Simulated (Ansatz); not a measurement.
**LaScSe3 (model cell, started as cubic perovskite with Sc in the octahedra): a soft mode frozen in**

Which phase does LaScSe3 (model cell, started as cubic perovskite with Sc in the octahedra) fall into along its unstable mode, and how much energy does it gain?

Main program and level: Ansatz 0.2.0; DFT PBE, scalar-relativistic, plane waves, PAW; PAW set soft_1.

Report form: the programs' logs are mostly left out.

The structure was built from a prototype and need not be the compound's stable phase.

**1. The starting structure**

The structure is cubic, space group Pm-3m (No. 221). Conventional cell: a = 5.117 Å, b = 5.117 Å, c = 5.117 Å, α = 90.00°, β = 90.00°, γ = 90.00°. Nearest to La lie 12 Se at 3.62 Å. Sc has 6 Se at 2.56 Å nearest. Nearest to Se lie 2 Sc at 2.56 Å and 4 La at 3.62 Å. Farther neighbours and most contacts between anions are not listed.

**2. The dispersion**

The cell comes from relaxations at this level that are not shown. Stability and thermal properties need the whole zone. Linear response on a 2×2×2 q mesh gives force constants as far as a supercell of that size would, and the tensors from the zone-centre run are typed in so that the long-range dipole term is interpolated apart.

The input, input.yaml:

```yaml
crystal:
  lattice:
    - [5.1171789167, 0.0, 0.0]
    - [0.0, 5.1171789167, 0.0]
    - [0.0, 0.0, 5.1171789167]
  atoms:
    - { symbol: La, position: [0.0, 0.0, 0.0] }
    - { symbol: Sc, position: [0.5, 0.5, 0.5] }
    - { symbol: Se, position: [0.5, 0.5, 0.0] }
    - { symbol: Se, position: [0.5, 0.0, 0.5] }
    - { symbol: Se, position: [0.0, 0.5, 0.5] }
kpoints:
  mp_grid: { grid: [8, 8, 8] }
hamiltonian:
  xc: pbe
  pseudopotentials: { kind: paw, azcp: { folder: soft_1 } }
scf:
  occupations: { method: fixed }
output:
  eigenvalues: true
phonons:
  method: dfpt
  qmesh: [2, 2, 2]
  temperatures: { t_max: 1000, t_step: 50 }
  qpath:
    path:
      - [[0.0, 0.0, 0.0], [0.0, 0.5, 0.0], [0.5, 0.5, 0.0], [0.0, 0.0, 0.0], [0.5, 0.5, 0.5], [0.0, 0.5, 0.0]]
      - [[0.5, 0.5, 0.5], [0.5, 0.5, 0.0]]
    npoints: 10
  non_analytic_term:
    high_frequency_dielectric_tensor: [[13.5494, 0.0, 0.0], [0.0, 13.5494, 0.0], [0.0, 0.0, 13.5494]]
    born_effective_charges:
      - { species: La, tensor: [[5.6117, 0.0, 0.0], [0.0, 5.6117, 0.0], [0.0, 0.0, 5.6117]] }
      - { species: Sc, tensor: [[5.2518, 0.0, 0.0], [0.0, 5.2518, 0.0], [0.0, 0.0, 5.2518]] }
      - { species: Se, tensor: [[-3.1644, 0.0, 0.0], [0.0, -3.1644, 0.0], [0.0, 0.0, -4.5347]] }
      - { species: Se, tensor: [[-3.1644, 0.0, 0.0], [0.0, -4.5347, 0.0], [0.0, 0.0, -3.1644]] }
      - { species: Se, tensor: [[-4.5347, 0.0, 0.0], [0.0, -3.1644, 0.0], [0.0, 0.0, -3.1644]] }
    source: "zone-centre run at this cell"
```

Launch:

```sh
> ansatz run input.yaml --threads 4 --pin off --max-ram 16384MiB --backend cpu --events-out ev --progress --plain --runs-dir out
```

Wall time 8.8 min (4 threads of Arm Neoverse V1, shared host); peak memory 2.1 GiB; 34 min of CPU time.

This step gave:

```
gap on the k-mesh                                       : 0.7819 eV
volume per atom                                         : 26.80 Å³
sum-rule residual before enforcement                    : 1.34e-5 eV/Å²
lowest frequency on the path                            : -113.5 cm⁻¹
point group                                             : m-3m
highest frequency on the path or at a solved wavevector : 332.6 cm⁻¹
highest optical mode at the zone centre (no LO-TO term) : 296.9 cm⁻¹
lowest optical zone-centre mode                         : -91.88 cm⁻¹
lowest mode on the q mesh (acoustic modes at Γ apart)   : -113.5 cm⁻¹
```

Frequencies (cm⁻¹) solved at each irreducible wavevector; negative means imaginary. Frequencies by wavevector, by row:

```csv
q in reciprocal lattice units,star,mode 1,mode 2,mode 3,mode 4,mode 13,mode 14,mode 15
0 0 0,1,-91.9,-91.9,-91.9,-82.4,296.9,296.9,296.9
0 0 -0.5,3,-78.7,-78.7,-61.2,-61.2,262.6,298.3,298.3
0 -0.5 -0.5,3,-106.8,-86.3,-86.3,-46.2,264.7,264.7,299.4
-0.5 -0.5 -0.5,1,-113.5,-113.5,-113.5,-80.8,268,268,268.6
```

Interpolated from a 2×2×2 q mesh, with the LO-TO term (at Γ the limit along the path; where Γ stands inside the path, tables give the limit on arrival). The phonon branches at the labelled points (cm⁻¹):

```csv
point,branch 1,branch 2,branch 3,branch 4,branch 12,branch 13,branch 14,branch 15
Γ,-92,-92,-82,-82,100,297,297,333
halfway,-86,-86,-71,-71,154,298,298,315
X,-79,-79,-61,-61,247,263,298,298
halfway,-95,-76,-73,-67,238,263,297,299
M,-107,-86,-86,-46,258,265,265,299
halfway,-92,-78,-78,-65,161,283,298,315
Γ,-92,-92,-82,-82,100,297,297,333
halfway,-88,-88,-87,-64,167,284,284,316
R,-114,-114,-114,-81,268,268,268,269
halfway,-95,-93,-82,-74,234,264,286,304
X,-79,-79,-61,-61,247,263,298,298
jump to R,-114,-114,-114,-81,268,268,268,269
halfway,-110,-96,-96,-72,250,266,266,297
M,-107,-86,-86,-46,258,265,265,299
```

Symmetry leaves 4 wavevectors to solve. The lowest mode among them, the acoustic zeros apart, lies at q = (-0.5, -0.5, -0.5) and is imaginary, 113.5i cm⁻¹, so the energy falls along it.

**3. The mode frozen in, largest atomic shift 0 Å**

The mode followed lies at q = (0, -0.5, -0.5) with frequency 106.8i cm⁻¹, one of the unstable modes though not the softest. At small amplitude the distorted cell has space group no. 127 by a symmetry search on the positions. The undistorted cell that holds it gives the zero of energy on the same k mesh.

System of this step: LaScSe3 (model cell, started as cubic perovskite with Sc in the octahedra). Symmetry: Pm-3m, No. 221, cubic system. Conventional cell: a = 5.117 Å, b = 5.117 Å, c = 5.117 Å, α = 90.00°, β = 90.00°, γ = 90.00°. La has 12 Se at 3.62 Å nearest. Nearest to Sc lie 6 Se at 2.56 Å. Nearest to Se lie 2 Sc at 2.56 Å and 4 La at 3.62 Å. Nearest to Se lie 2 Sc at 2.56 Å and 4 La at 3.62 Å. Farther neighbours and most contacts between anions are not listed.

The input, input.yaml:

```yaml
crystal:
  lattice:
    - [-5.1171789167, 0.0, 0.0]
    - [0.0, -5.1171789167, -5.1171789167]
    - [0.0, -5.1171789167, 5.1171789167]
  atoms:
    - { symbol: La, position: [0.0, 0.5, 0.5] }
    - { symbol: La, position: [0.0, 1.0, 0.0] }
    - { symbol: Sc, position: [0.5, 0.0, 0.5] }
    - { symbol: Sc, position: [0.5, 0.5, 0.0] }
    - { symbol: Se, position: [0.5, 0.75, 0.75] }
    - { symbol: Se, position: [0.5, 0.25, 0.25] }
    - { symbol: Se, position: [0.5, 0.75, 0.25] }
    - { symbol: Se, position: [0.5, 0.25, 0.75] }
    - { symbol: Se, position: [0.0, 0.0, 0.5] }
    - { symbol: Se, position: [0.0, 0.5, 0.0] }
kpoints:
  mp_grid: { grid: [6, 4, 4] }
hamiltonian:
  xc: pbe
  pseudopotentials: { kind: paw, azcp: { folder: soft_1 } }
scf:
  occupations: { method: gaussian, width: 0.02 }
output:
  forces: true
  stress: true
  eigenvalues: true
```

Wall time 13 s (4 threads); peak memory 1 GiB.

This step gave:

| Property | Result |
| --- | --- |
| pressure | 0.01821 GPa |
| gap on the k-mesh | 0.7801 eV |
| energy from the undistorted cell | 0 meV/atom |

At this level the gap is 0.78 eV on the k-mesh of the self-consistent run, which can miss the band edges.

**4. The mode frozen in, largest atomic shift 0.6 Å**

The atoms are moved along the unstable eigenvector, the largest shift by 0.6 Å, with the cell fixed.

input.yaml, the sections that differ from step 3:

```yaml
crystal:
  lattice:
    - [-5.1171789167, 0.0, 0.0]
    - [0.0, -5.1171789167, -5.1171789167]
    - [0.0, -5.1171789167, 5.1171789167]
  atoms:
    - { symbol: La, position: [0.0, 0.5, 0.5] }
    - { symbol: La, position: [0.0, 1.0, 0.0] }
    - { symbol: Sc, position: [0.5, 0.0, 0.5] }
    - { symbol: Sc, position: [0.5, 0.5, 0.0] }
    - { symbol: Se, position: [0.5, 0.8086260525, 0.8086260525] }
    - { symbol: Se, position: [0.5, 0.1913739475, 0.1913739475] }
    - { symbol: Se, position: [0.5, 0.6913739475, 0.3086260525] }
    - { symbol: Se, position: [0.5, 0.3086260525, 0.6913739475] }
    - { symbol: Se, position: [0.0, 0.0, 0.5] }
    - { symbol: Se, position: [0.0, 0.5, 0.0] }
# kpoints, hamiltonian, scf, output: as in step 3
```

Elapsed: 12 s, on 4 threads; peak memory 1 GiB; 49 s of CPU time.

Numbers from this step:

| Item | Value |
| --- | --- |
| pressure | -0.4697 GPa |
| gap on the k-mesh | 0.9439 eV |
| energy from the undistorted cell | -148.5 meV/atom |

The energy, extrapolated to zero smearing, is -148.55 meV/atom against the undistorted cell.

The run ends at a pressure of -0.47 GPa, with forces up to 0.70 eV/Å.

**5. Energy along the mode, all amplitudes (two of the runs are shown above)**

An imaginary frequency means negative curvature, so the energy should fall and then rise again as anharmonic terms take over.

Numbers from this step:

```yaml
depth_at_the_lowest_point_sampled: 148.5 meV/atom
largest_atomic_shift_at_that_point: 0.6 Å
```

The energy from the parent by largest atomic shift:

```csv
largest atomic shift (Å),energy from the parent (meV/atom)
0.000,0
0.040,-1.06
0.080,-4.21
0.140,-12.6
0.220,-29.6
0.320,-58.0
0.450,-101
0.600,-149
```

Displacement at unit largest shift by atom:

```csv
atom,x (Å),y (Å),z (Å),size
La1,0.00,0.00,0.00,0.00
La2,0.00,0.00,0.00,0.00
Sc3,0.00,0.00,0.00,0.00
Sc4,0.00,0.00,0.00,0.00
Se5,0.00,-1.00,0.00,1.00
Se6,0.00,1.00,0.00,1.00
Se7,0.00,0.00,1.00,1.00
Se8,0.00,0.00,-1.00,1.00
Se9,0.00,0.00,0.00,0.00
Se10,0.00,0.00,0.00,0.00
```

The lowest of the steps tried is the last one, at 0.6 Å, 149 meV/atom below the parent; the bottom of the well need not coincide with a step.

**6. Relaxation from the frozen mode**

Starting from the lowest point found, all atoms and the cell are let go, so that strain and other modes of the same symmetry can join in.

Changes to input.yaml since step 4:

```diff
@@ -22,3 +22,3 @@
 scf:
-  occupations: { method: gaussian, width: 0.02 }
+  occupations: { method: fixed }
 output:
@@ -27 +27,10 @@
   eigenvalues: true
+  write_density: true
+  write_potential: true
+  elf: true
+  volumetric_format: npy
+relax:
+  adjacent_minimum: "off"
+  f_tol: 0.002
+  max_steps: 120
+  cell: { stress_tol: 0.03 }
```

Elapsed: 77 s, on 4 threads; peak memory 1.1 GiB; 5 min of CPU time.

Relaxation path:

```csv
step,energy less that of the first step (eV),largest force component (eV/Å),pressure (GPa),volume (Å³)
1,0.0000,0.7028,-0.47,267.99
2,-0.4202,0.2042,0.04,264.66
3,-0.4534,0.1727,-0.06,264.13
4,-0.4648,0.0102,0.05,263.41
5,-0.4650,0.0001,0.02,263.47
6*,-0.4648,0.0002,0.02,263.47
```

Relaxation steps marked * repeat the geometry before them on a plane-wave basis chosen anew for their cell, so energy and pressure can jump there.

Forces are held to the 16 operations that the run works with; a distortion that breaks them can't arise in this run.

```csv
cell as run,before,after,change
a (Å),5.117,5.245,+2.5 %
b (Å),7.237,7.087,-2.1 %
c (Å),7.237,7.087,-2.1 %
volume (Å³/atom),26.80,26.35,-1.7 %
```

The atoms that moved most (Å, as changes of fractional coordinates times the final cell):

```csv
atom,dx,dy,dz,length
Se7,0.000,0.000,0.252,0.252
Se8,0.000,0.000,-0.252,0.252
Se6,0.000,0.252,0.000,0.252
Se5,0.000,-0.252,0.000,0.252
```

Numbers from this step:

| Quantity | Value |
| --- | --- |
| pressure | 0.01678 GPa |
| gap on the k-mesh | 0.5634 eV |
| volume per atom | 26.35 Å³ |

Valence density in the ac plane at fractional y = 0.000, with atoms of La and Sc and Se within 0.2 Å of it. It is the smooth field of the valence electrons, not physical close to the nuclei.

Values in e/Å³, 18 rows by 14 columns, each cell a mean:
```
 2  2  1  0  0  0  0  0  0  0  0  1  1  2
 2  1  1  0  0  0  0  0  0  0  0  0  1  1
 1  0  0  0  0  0  0  0  0  0  0  0  0  0
 0  0  0  0  0  0  0  0  0  0  0  0  0  0
 0  0  0  0  0  0  0  0  0  0  0  0  0  0
 0  0  0  0  0  0  0  0  0  0  0  0  0  0
 1  1  0  0  0  0  1  1  0  0  0  0  0  1
 6  2  1  0  0  1  3  4  2  0  0  0  1  4
44  8  1  0  0  3  7  8  5  1  0  1  2 23
22  4  1  0  0  2  6  7  4  1  0  1  2 12
 2  1  0  0  0  0  2  2  1  0  0  0  1  1
 0  0  0  0  0  0  0  0  0  0  0  0  0  0
 0  0  0  0  0  0  0  0  0  0  0  0  0  0
 0  0  0  0  0  0  0  0  0  0  0  0  0  0
 0  0  0  0  0  0  0  0  0  0  0  0  0  0
 1  1  0  0  0  0  0  0  0  0  0  0  1  1
 2  2  1  0  0  0  0  0  0  0  0  0  1  2
 2  2  1  0  0  0  0  0  0  0  0  1  2  2
```
Columns run along a (5.2 Å), rows up along c (7.1 Å). Atoms in or near the plane, at fractional coordinates: La at (0.00, 0.00), Sc at (0.50, 0.50), Se at (0.00, 0.50).

ELF in the ac plane at fractional y = 0.000, with atoms of La and Sc and Se within 0.2 Å of it. It is the smooth field of the valence electrons, not physical close to the nuclei.

Values, 18 rows by 14 columns, each cell a mean:
```
0.24 0.65 0.79 0.36 0.13 0.22 0.27 0.28 0.26 0.17 0.16 0.62 0.79 0.42
0.80 0.82 0.64 0.21 0.25 0.49 0.58 0.59 0.55 0.38 0.17 0.40 0.78 0.81
0.71 0.55 0.23 0.13 0.40 0.64 0.69 0.70 0.68 0.56 0.24 0.13 0.38 0.66
0.15 0.09 0.06 0.13 0.40 0.61 0.68 0.69 0.66 0.54 0.26 0.07 0.07 0.13
0.30 0.24 0.14 0.12 0.25 0.44 0.54 0.56 0.51 0.35 0.16 0.11 0.18 0.28
0.74 0.67 0.45 0.19 0.11 0.13 0.16 0.17 0.15 0.11 0.13 0.30 0.58 0.72
0.79 0.78 0.72 0.42 0.09 0.09 0.28 0.35 0.18 0.06 0.21 0.61 0.77 0.79
0.51 0.71 0.80 0.57 0.16 0.44 0.63 0.62 0.60 0.25 0.29 0.75 0.78 0.60
0.11 0.51 0.80 0.61 0.28 0.65 0.36 0.15 0.59 0.49 0.34 0.78 0.72 0.26
0.25 0.60 0.80 0.60 0.23 0.59 0.51 0.38 0.63 0.40 0.32 0.77 0.75 0.40
0.72 0.77 0.78 0.52 0.11 0.24 0.54 0.61 0.42 0.12 0.26 0.70 0.79 0.74
0.79 0.76 0.62 0.30 0.09 0.06 0.11 0.13 0.08 0.06 0.16 0.46 0.71 0.78
0.58 0.48 0.27 0.13 0.16 0.28 0.35 0.37 0.33 0.22 0.13 0.18 0.38 0.54
0.12 0.10 0.07 0.12 0.33 0.55 0.64 0.66 0.61 0.46 0.22 0.08 0.08 0.11
0.41 0.26 0.10 0.13 0.42 0.64 0.70 0.70 0.68 0.57 0.26 0.08 0.16 0.35
0.84 0.76 0.44 0.16 0.33 0.59 0.66 0.67 0.64 0.49 0.20 0.24 0.64 0.82
0.58 0.77 0.75 0.29 0.17 0.35 0.43 0.44 0.40 0.26 0.16 0.54 0.82 0.67
0.05 0.53 0.79 0.39 0.11 0.15 0.18 0.19 0.17 0.12 0.17 0.65 0.75 0.23
```
Columns run along a (5.2 Å), rows up along c (7.1 Å). Atoms in or near the plane, at fractional coordinates: La at (0.00, 0.00), Sc at (0.50, 0.50), Se at (0.00, 0.50).

Electrostatic potential energy in the ac plane at fractional y = 0.000, with atoms of La and Sc and Se within 0.2 Å of it. With pseudopotentials it is smooth inside the atoms' cores, unlike the true potential.

Ten even steps from '_' (-34 eV) to '@' (12 eV), each cell a mean:
```
--__::##@@@@@@@@@@@@%%++__::
__::++%%@@@@@@@@@@@@@@##--__
++**%%@@@@@@@@@@@@@@@@%%##**
%%%%@@@@@@@@@@@@@@@@@@@@@@%%
@@@@@@@@@@@@@@@@@@@@@@@@@@@@
@@@@@@@@@@@@%%%%@@@@@@@@@@@@
**##@@@@@@##**++**%%@@@@%%**
##++##%%%%==..__::**%%%%++**
@@%%**%%##::______==%%##++@@
@@****%%##--______++%%##++%%
++++%%@@%%**--::==##@@@@##++
%%%%@@@@@@%%%%##%%@@@@@@@@%%
@@@@@@@@@@@@@@@@@@@@@@@@@@@@
@@@@@@@@@@@@@@@@@@@@@@@@@@@@
##%%%%@@@@@@@@@@@@@@@@@@%%##
::==##%%@@@@@@@@@@@@@@%%**--
..__==##@@@@@@@@@@@@%%**..__
**..::##@@@@@@@@@@@@%%++__==
```
Columns run along a (5.2 Å; values clipped at the 3rd and 97th percentile), rows up along c (7.1 Å). Atoms in or near the plane, at fractional coordinates: La at (0.00, 0.00), Sc at (0.50, 0.50), Se at (0.00, 0.50).

The distorted start has space group P4/mbm; the relaxation ends in P4/mbm.

**7. The new phase in its own primitive cell**

The relaxed structure is symmetrised, reduced to its primitive cell and relaxed tightly, as its phonons need.

The input, input.yaml:

```yaml
crystal:
  lattice:
    - [7.0873115576, 0.0, 0.0]
    - [0.0, 7.0873115576, 0.0]
    - [0.0, 0.0, 5.2451826179]
  atoms:
    - { symbol: La, position: [0.5, 0.0, 0.0] }
    - { symbol: La, position: [0.0, 0.5, 0.0] }
    - { symbol: Sc, position: [0.0, 0.0, 0.5] }
    - { symbol: Sc, position: [0.5, 0.5, 0.5] }
    - { symbol: Se, position: [0.8337700974, 0.3337700974, 0.5] }
    - { symbol: Se, position: [0.1662299026, 0.6662299026, 0.5] }
    - { symbol: Se, position: [0.6662299026, 0.8337700974, 0.5] }
    - { symbol: Se, position: [0.3337700974, 0.1662299026, 0.5] }
    - { symbol: Se, position: [0.0, 0.0, 0.0] }
    - { symbol: Se, position: [0.5, 0.5, 0.0] }
kpoints:
  mp_grid: { grid: [6, 6, 8] }
hamiltonian:
  xc: pbe
  pseudopotentials: { kind: paw, azcp: { folder: soft_1 } }
scf:
  occupations: { method: fixed }
output:
  forces: true
  stress: true
  eigenvalues: true
relax:
  adjacent_minimum: "off"
  f_tol: 0.001
  max_steps: 60
  cell: { stress_tol: 0.01 }
```

The job ended after 94 s (4 threads; peak memory 1.3 GiB; 6.2 min of CPU time).

Little changed from the start: no atom moved by 0.005 Å and no cell edge by 0.1 %.

This step gave:

| Item | Value |
| --- | --- |
| pressure | -8.68e-4 GPa |
| gap on the k-mesh | 0.5636 eV |
| direct gap on mesh | 0.5636 eV |

The largest force component left is 0.13 meV/Å and the pressure is -0.001 GPa, within the tolerances set. The cell now holds 26.35 Å³/atom.

**8. The phases reached**

The phases reached along the modes that were followed are set side by side.

Energies are those of the first relaxation, on the mesh of the frozen mode; space group, volume and gap are those of the last relaxation. Phases, by row:

```csv
mode frozen in,space group,energy from parent (meV/atom),volume (Å³/atom),gap on mesh (eV),lowest zone-centre optical mode (cm⁻¹),largest shift (Å)
parent,Pm-3m,0,26.8,0.782,–,–
"q = (-0.5, -0.5, -0.5), 113i cm⁻¹",I4/mcm,-214.6,26.31,1.095,–,0.845
"q = (-0.5, -0.5, -0.5), 113i cm⁻¹",R-3c,-249.5,26.58,0.807,–,0.753
"q = (-0.5, -0.5, -0.5), 113i cm⁻¹",Imma,-269.4,26.98,0.994,–,0.897
"q = (0, -0.5, -0.5), 107i cm⁻¹",P4/mbm,-195,26.35,0.564,–,0.84
```

**9. Results**

```json
{
 "unstable mode of the parent": "q = (0, -0.5, -0.5), 107i cm⁻¹",
 "depth at the lowest point sampled": "149 meV/atom",
 "largest atomic shift at that point": "0.6 Å",
 "space group reached (within 0.01 Å)": "P4/mbm",
 "energy gained over the parent (first relaxation, on the mesh of the frozen mode)": "195 meV/atom",
 "volume per atom, phase reached": "26.4 Å³",
 "gap on the k-mesh, phase reached": "0.564 eV"
}
```

What this shows: Along this mode the structure falls into P4/mbm, 195 meV/atom below the parent. At the parent's cell the well is 148.5 meV/atom deep on the steps tried, with its lowest point at a shift of 0.6 Å. That is the last step tried, so the steps alone don't bracket the bottom of the well. Relaxing atoms and cell changes the gain by +46.48 meV/atom against the lowest step (energies at zero smearing). The modes of the phase reached were not computed on this path. Of the 4 patterns followed to their end from this parent, this one ends 74.4 meV/atom above the lowest, Imma. Each path keeps the symmetry of its pattern, so a lower phase may lie along a pattern not tried. Spin-orbit coupling is left out, which can matter for the heavy elements here. The starting cell was built on a prototype and not taken from a measurement, so the phase need not exist.

[Logs are printed without paths, hosts, clocks, repeated set-up lines and the standing remarks that a program may print on its own settings, such as how far it seeks lower states.]

[Hosts, paths, dates, database ids (printed as entryN), source tags and the programs' standing remarks are cut or masked in the printed files.]
